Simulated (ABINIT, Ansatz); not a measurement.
## SrIBr (Pnma): G0W0 on several meshes in ABINIT

Aim: the GW shift of SrIBr (Pnma) against the k mesh.

Method: LDA and many-body steps on it, plane waves, in ABINIT 10.8.3.

Most raw output is cut from this account.

**1. The structure**

Symmetry: Pnma, No. 62, orthorhombic system. The conventional cell has a = 8.169 Å, b = 5.132 Å, c = 11.031 Å, α = 90.00°, β = 90.00°, γ = 90.00°. Nearest to Sr lie 3 Br at 3.07 to 3.12 Å and 4 I at 3.39 to 3.51 Å. Nearest to I lie 4 Sr at 3.39 to 3.51 Å. Br has 3 Sr at 3.07 to 3.12 Å nearest. Farther neighbours and most contacts between anions are not listed.

The cell and positions are those that the Materials Project relaxed with its own functionals (PBE, PBE+U or r2SCAN), kept fixed. Spin-orbit coupling is left out unless a step names it.

**2. Empty states on the mesh, 2×2×1 mesh, 370 bands**

This step: ABINIT 10.8.3; DFT, LDA, plane waves, norm-conserving pseudopotentials.

The sums over transitions need many empty states on a uniform mesh; this step solves for them.

run.abi reads:

```
acell 3*1.0 Angstrom
rprim 
  8.169106000000 0.000000000000 0.000000000000
  0.000000000000 5.131914000000 0.000000000000
  0.000000000000 0.000000000000 11.030852000000
ntypat 3
znucl 38 53 35
natom 12
typat 1 1 1 1 2 2 2 2 3 3 3 3
xred 
  0.280131000000 0.750000000000 0.421100000000
  0.780131000000 0.750000000000 0.078900000000
  0.719869000000 0.250000000000 0.578900000000
  0.219869000000 0.250000000000 0.921100000000
  0.367160000000 0.750000000000 0.109521000000
  0.867160000000 0.750000000000 0.390479000000
  0.632840000000 0.250000000000 0.890479000000
  0.132840000000 0.250000000000 0.609521000000
  0.517796000000 0.750000000000 0.637160000000
  0.017796000000 0.750000000000 0.862840000000
  0.482204000000 0.250000000000 0.362840000000
  0.982204000000 0.250000000000 0.137160000000
pp_dirpath "pseudos"
pseudos "Sr.upf, I.upf, Br.upf"
ecut 31
ngkpt 2 2 1
nshiftk 1
shiftk 0 0 0
kptopt 1
chksymbreak 0
iscf -2
irdden 1
istwfk *1
nband 370
nbdbuf 32
tolwfr 1e-09
nstep 60
prtvol 0
indata_prefix "in"
outdata_prefix "out"
tmpdata_prefix "tmp"
```

Started as:

```sh
OMP_NUM_THREADS=1 mpirun -n 4 abinit run.abi > log
```

The job ended after 12 min (4 MPI ranks of Arm Neoverse V2, shared host; peak memory 1.3 GiB).

Numbers from this step:

```
gap                                                           : 3.576 eV
k of the valence top                                          : 0, 0, 0
k of the conduction bottom                                    : 0, 0, 0
least direct gap                                              : 3.576 eV
k points computed                                             : 4
lowest point of the top converged band, above the valence top : 38.60 eV
```

On this mesh the gap is 3.576 eV.

The density comes from a self-consistent run that is not shown.

**3. Screening, 2×2×1 mesh, 166 bands, screening to 98 eV**

The RPA dielectric matrix is built and inverted for each q.

This step: RPA screening on LDA, plane waves, norm-conserving pseudopotentials.

run.abi: that of step 2 with these lines changed.

```diff
@@ -30,10 +30,11 @@
 chksymbreak 0
-iscf -2
-irdden 1
 istwfk *1
-nband 370
-nbdbuf 32
-tolwfr 1e-09
-nstep 60
-prtvol 0
+occopt 1
+irdwfk 1
+optdriver 3
+nband 166
+ecuteps 3.6
+inclvkb 2
+awtr 1
+symchi 1
 indata_prefix "in"
```

It took 5.3 min on 4 MPI ranks; peak memory 4.9 GiB; 21 min of CPU time.

This step gave:

- ε∞ with local fields, on this mesh, along the program's q direction: 3.714
- the same without local fields: 4.431
- plasma frequency: 16.92 eV
- plane waves in the screening matrix: 993

Local fields lower ε∞ by 16 %. On a Γ-centred mesh this coarse the value itself is usually too large, while a short band sum pulls it down.

**4. 2×2×1**

The self-energy is evaluated for the states that the input lists, and the levels follow from it, in one-shot runs by the linearised quasiparticle equation.

This step: G0W0 on LDA, plane waves, norm-conserving pseudopotentials.

run.abi: that of step 3 with these lines changed.

```diff
@@ -33,8 +33,15 @@
 irdwfk 1
-optdriver 3
+optdriver 4
 nband 166
+gwcalctyp 0
+ecutsigx 31
+symsigma 1
+nkptgw 1
+kptgw 
+  0.0000000000 0.0000000000 0.0000000000
+bdgw 
+  47 50
 ecuteps 3.6
-inclvkb 2
-awtr 1
-symchi 1
+irdscr 1
+ppmodel 1
 indata_prefix "in"
```

The job ended after 32 s (4 MPI ranks; peak memory 3.2 GiB; 2.1 min of CPU time).

Numbers from this step:

```
G0W0 gap on the points computed              : 5.331 eV
starting gap on the mesh                     : 3.576 eV
k of the valence top                         : 0, 0, 0
k of the conduction bottom                   : 0, 0, 0
Z at the valence top                         : 0.811
Z at the conduction bottom                   : 0.844
least direct G0W0 gap on the computed points : 5.331 eV
```

The gap on the mesh goes from 3.58 eV to 5.33 eV, a correction of +1.75 eV.

**5. Empty states on the mesh, 1×2×1 mesh, 182 bands**

This step: DFT, LDA, plane waves, norm-conserving pseudopotentials.

run.abi: that of step 4 with these lines changed.

```diff
@@ -25,3 +25,3 @@
 ecut 31
-ngkpt 2 2 1
+ngkpt 1 2 1
 nshiftk 1
@@ -30,18 +30,10 @@
 chksymbreak 0
+iscf -2
+irdden 1
 istwfk *1
-occopt 1
-irdwfk 1
-optdriver 4
-nband 166
-gwcalctyp 0
-ecutsigx 31
-symsigma 1
-nkptgw 1
-kptgw 
-  0.0000000000 0.0000000000 0.0000000000
-bdgw 
-  47 50
-ecuteps 3.6
-irdscr 1
-ppmodel 1
+nband 182
+nbdbuf 16
+tolwfr 1e-09
+nstep 60
+prtvol 0
 indata_prefix "in"
```

Started as:

```sh
OMP_NUM_THREADS=2 mpirun -n 2 abinit run.abi > log
```

Elapsed: 2.7 min, on 2 MPI ranks; peak memory 0.38 GiB; 8 min of CPU time.

This step gave:

- gap: 3.576 eV
- k of the valence top: 0, 0, 0
- k of the conduction bottom: 0, 0, 0
- least direct gap: 3.576 eV
- k points computed: 2
- lowest point of the top converged band, above the valence top: 21.00 eV

On this mesh the gap is 3.576 eV.

**6. Screening, 1×2×1 mesh, 166 bands, screening to 98 eV**

This step: RPA screening on LDA, plane waves, norm-conserving pseudopotentials.

run.abi: that of step 5 with these lines changed.

```diff
@@ -30,10 +30,11 @@
 chksymbreak 0
-iscf -2
-irdden 1
 istwfk *1
-nband 182
-nbdbuf 16
-tolwfr 1e-09
-nstep 60
-prtvol 0
+occopt 1
+irdwfk 1
+optdriver 3
+nband 166
+ecuteps 3.6
+inclvkb 2
+awtr 1
+symchi 1
 indata_prefix "in"
```

Started as:

```sh
OMP_NUM_THREADS=1 mpirun -n 4 abinit run.abi > log
```

Wall time 2.3 min (4 MPI ranks); peak memory 3.4 GiB; 9.3 min of CPU time.

This step gave:

- ε∞ with local fields, on this mesh, along the program's q direction: 3.960
- the same without local fields: 4.684
- plasma frequency: 16.92 eV
- plane waves in the screening matrix: 993

**7. 1×2×1**

This step: G0W0 on LDA, plane waves, norm-conserving pseudopotentials.

run.abi: that of step 6 with these lines changed.

```diff
@@ -33,8 +33,15 @@
 irdwfk 1
-optdriver 3
+optdriver 4
 nband 166
+gwcalctyp 0
+ecutsigx 31
+symsigma 1
+nkptgw 1
+kptgw 
+  0.0000000000 0.0000000000 0.0000000000
+bdgw 
+  47 50
 ecuteps 3.6
-inclvkb 2
-awtr 1
-symchi 1
+irdscr 1
+ppmodel 1
 indata_prefix "in"
```

It took 18 s on 4 MPI ranks; peak memory 1.9 GiB.

Numbers from this step:

| Item | Value |
| --- | --- |
| G0W0 gap on the points computed | 5.329 eV |
| starting gap on the mesh | 3.576 eV |
| k of the valence top | 0, 0, 0 |
| k of the conduction bottom | 0, 0, 0 |
| Z at the valence top | 0.799 |
| Z at the conduction bottom | 0.83 |
| least direct G0W0 gap on the computed points | 5.329 eV |

Against G0W0 in ABINIT (2×2×1 mesh, 166 bands, screening to 98 eV, Godby-Needs plasmon pole), the gap moves by −0.002 eV.

**8. Empty states on the mesh, 2×4×2 mesh, 182 bands**

This step: DFT, LDA, plane waves, norm-conserving pseudopotentials.

run.abi: that of step 7 with these lines changed.

```diff
@@ -25,3 +25,3 @@
 ecut 31
-ngkpt 1 2 1
+ngkpt 2 4 2
 nshiftk 1
@@ -30,18 +30,10 @@
 chksymbreak 0
+iscf -2
+irdden 1
 istwfk *1
-occopt 1
-irdwfk 1
-optdriver 4
-nband 166
-gwcalctyp 0
-ecutsigx 31
-symsigma 1
-nkptgw 1
-kptgw 
-  0.0000000000 0.0000000000 0.0000000000
-bdgw 
-  47 50
-ecuteps 3.6
-irdscr 1
-ppmodel 1
+nband 182
+nbdbuf 16
+tolwfr 1e-09
+nstep 60
+prtvol 0
 indata_prefix "in"
```

Wall time 11 min (4 MPI ranks); peak memory 1.4 GiB; 46 min of CPU time.

This step gave:

```yaml
gap: 3.576 eV
k_of_the_valence_top: 0, 0, 0
k_of_the_conduction_bottom: 0, 0, 0
least_direct_gap: 3.576 eV
k_points_computed: 12
lowest_point_of_the_top_converged_band_above_the_valence_top: 20.63 eV
```

On this mesh the gap is 3.576 eV.

**9. Screening, 2×4×2 mesh, 166 bands, screening to 98 eV**

This step: RPA screening on LDA, plane waves, norm-conserving pseudopotentials.

run.abi: that of step 8 with these lines changed.

```diff
@@ -30,10 +30,11 @@
 chksymbreak 0
-iscf -2
-irdden 1
 istwfk *1
-nband 182
-nbdbuf 16
-tolwfr 1e-09
-nstep 60
-prtvol 0
+occopt 1
+irdwfk 1
+optdriver 3
+nband 166
+ecuteps 3.6
+inclvkb 2
+awtr 1
+symchi 1
 indata_prefix "in"
```

It took 25 min on 4 MPI ranks; peak memory 11 GiB.

This step gave:

* ε∞ with local fields, on this mesh, along the program's q direction: 3.500
* the same without local fields: 4.209
* plasma frequency: 16.92 eV
* plane waves in the screening matrix: 993

**10. 2×4×2**

This step: G0W0 on LDA, plane waves, norm-conserving pseudopotentials.

run.abi: that of step 9 with these lines changed.

```diff
@@ -33,8 +33,15 @@
 irdwfk 1
-optdriver 3
+optdriver 4
 nband 166
+gwcalctyp 0
+ecutsigx 31
+symsigma 1
+nkptgw 1
+kptgw 
+  0.0000000000 0.0000000000 0.0000000000
+bdgw 
+  47 50
 ecuteps 3.6
-inclvkb 2
-awtr 1
-symchi 1
+irdscr 1
+ppmodel 1
 indata_prefix "in"
```

Run time: 88 s. Hardware: 4 MPI ranks; peak memory 8.4 GiB; 5.8 min of CPU time.

This step gave:

| Quantity | Value |
| --- | --- |
| G0W0 gap on the points computed | 5.364 eV |
| starting gap on the mesh | 3.576 eV |
| k of the valence top | 0, 0, 0 |
| k of the conduction bottom | 0, 0, 0 |
| least direct G0W0 gap on the computed points | 5.364 eV |

Against G0W0 in ABINIT (2×2×1 mesh, 166 bands, screening to 98 eV, Godby-Needs plasmon pole), the gap moves by +0.033 eV.

**11. Side by side**

Times are wall times on 4 MPI ranks of Arm Neoverse V2, shared host, good to a factor of about two. A run's time includes the screening step that it read.

```tsv
run	mesh	bands	screening cutoff (eV)	DFT gap (eV)	gap on the mesh (eV)	direct (eV)	ε∞ used	time
2×2×1	2×2×1	166	98	3.576	5.331	5.331	3.71	5.8 min
1×2×1	1×2×1	166	98	3.576	5.329	5.329	3.96	2.6 min
2×4×2	2×4×2	166	98	3.576	5.364	5.364	3.50	27 min
```

**12. Outcome**

* 2×2×1: 5.331 eV
* 1×2×1: 5.329 eV
* 2×4×2: 5.364 eV
* known limits: not at the basis limit; no spin-orbit coupling; coarse k mesh

**Reading.** 1×2×1: −0.002 eV against 2×2×1. 2×4×2: +0.033 eV against 2×2×1. Bands and cutoff are finite, so the gap is not at the basis limit. The miss can reach some tenths of an eV and take either sign; the mesh is an error of its own. In the G0W0 runs levels were corrected at 1 k point alone, so a gap called «on the mesh» is the least over those, and an edge elsewhere would be missed. The 2×2×1 mesh is coarse for this cell, which bears on the long-range parts of exchange and screening. The many-body steps are scalar-relativistic: spin-orbit coupling is not in them.

[Paths, hosts, dates, memory and timing lines, banners, echoed tables and standing remarks are left out of the program output.]

[Logs are printed without paths, hosts, clocks, repeated set-up lines and the standing remarks that a program may print on its own settings, such as how far it seeks lower states.]

[Runs of the session that timed out or met a known fault of the program may be left out.]

[Hosts, paths, dates, database ids (printed as entryN), source tags and the programs' standing remarks are cut or masked in the printed files.]

[G0W0 gaps are taken among the corrected bands and points alone; a level outside them can change the order at an edge.]

[Where Ansatz stands beside ABINIT at settings called matched, ABINIT's density can come from a denser mesh and the files from another edition; pairs whose starting gaps differed by over 0.03 eV were left out, so agreement reads better than it is.]
